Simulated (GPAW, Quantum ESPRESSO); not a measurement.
The F K edge of atom 2 in CdF2 (Fm-3m), with 4 Cd at 2.33 Å (tetrahedral, site symmetry -43m), was computed in 2 ways: full core hole (charged cell) and no core hole. Program and functional: Quantum ESPRESSO XSpectra, PBE, Lorentzian half width 0.3 eV up to 4 eV, rising linearly to 2.5 eV at 25 eV; cells of 3 and 18 atoms (the run without a hole in the smaller).

Each run is counted from its own lowest empty level or Fermi level and scaled to a mean of 1 over its first 20 eV. (XSpectra's own axis starts at xe0, in the gap; it has been shifted.)

```csv
E (eV),run 1,run 2
-2.0,0.03,0.03
-1.4,0.03,0.03
-0.8,0.04,0.04
-0.2,0.05,0.06
0.4,0.08,0.10
1.0,0.14,0.18
1.6,0.26,0.32
2.2,0.46,0.57
2.8,0.86,0.67
3.4,1.61,1.17
4.0,1.90,1.57
4.6,1.24,1.73
5.2,0.80,1.07
5.8,0.73,0.79
6.4,1.07,1.01
7.0,1.33,1.27
7.6,1.21,1.17
8.2,1.15,1.08
8.8,1.29,1.15
9.4,1.48,1.36
10.0,1.53,1.59
10.6,1.37,1.67
11.2,1.13,1.54
11.8,0.91,1.26
12.4,0.78,1.01
13.0,0.71,0.85
13.6,0.69,0.76
14.2,0.73,0.72
14.8,0.80,0.74
15.4,0.89,0.77
16.0,0.96,0.81
16.6,1.03,0.85
17.2,1.12,0.91
17.8,1.20,1.00
18.4,1.25,1.09
19.0,1.24,1.16
19.6,1.18,1.19
20.2,1.09,1.16
20.8,0.99,1.09
21.4,0.90,1.00
22.0,0.82,0.91
22.6,0.76,0.82
23.2,0.72,0.75
23.8,0.69,0.69
24.4,0.67,0.65
25.0,0.67,0.62
25.6,0.68,0.61
26.2,0.71,0.60
26.8,0.74,0.61
27.4,0.77,0.62
28.0,0.81,0.64
28.6,0.84,0.65
29.2,0.87,0.66
29.8,0.89,0.67
30.4,0.92,0.69
31.0,0.96,0.71
31.6,1.01,0.75
```

Q: Which run is which?

Run 1: full core hole (charged cell) (area from −2 to 6 eV 4.9, main maxima 3.9 eV (1.93), 7.0 eV (1.33), 9.8 eV (1.54) and 18.6 eV (1.26)). Run 2: no core hole (area from −2 to 6 eV 4.9, main maxima 2.2 eV (0.57), 4.3 eV (1.80), 7.1 eV (1.28), 10.5 eV (1.67) and 19.6 eV (1.19)). With each curve scaled to its own mean, the area from −2 to 6 eV with the hole is 4.9 against 4.9, and the centre of weight from −1 to 20 eV moves by +0.1 eV (the strongest maxima: 2.2 eV (0.57), 4.3 eV (1.80), 7.1 eV (1.28) and 10.5 eV (1.67) without the hole, 3.9 eV (1.93), 7.0 eV (1.33) and 9.8 eV (1.54) with it); the shape changes all the same, by 18 % r.m.s.

[Banner, clock and machine lines of the logs are left out without a mark of their own.]

[Logs are printed without paths, hosts, clocks, repeated set-up lines and the standing remarks that a program may print on its own settings, such as how far it seeks lower states.]

[Hosts, paths, dates, database ids (printed as entryN), source tags and the programs' standing remarks are cut or masked in the printed files.]

[Lists of maxima count a maximum above −3 eV only where it reaches 4 % of the highest in the window and stands out from its surroundings by 2 % of it (1.5 % where it reaches 55 %); shoulders and weaker maxima are passed over, and of the rest the first, up to two pre-edge ones and the few strongest are named.]
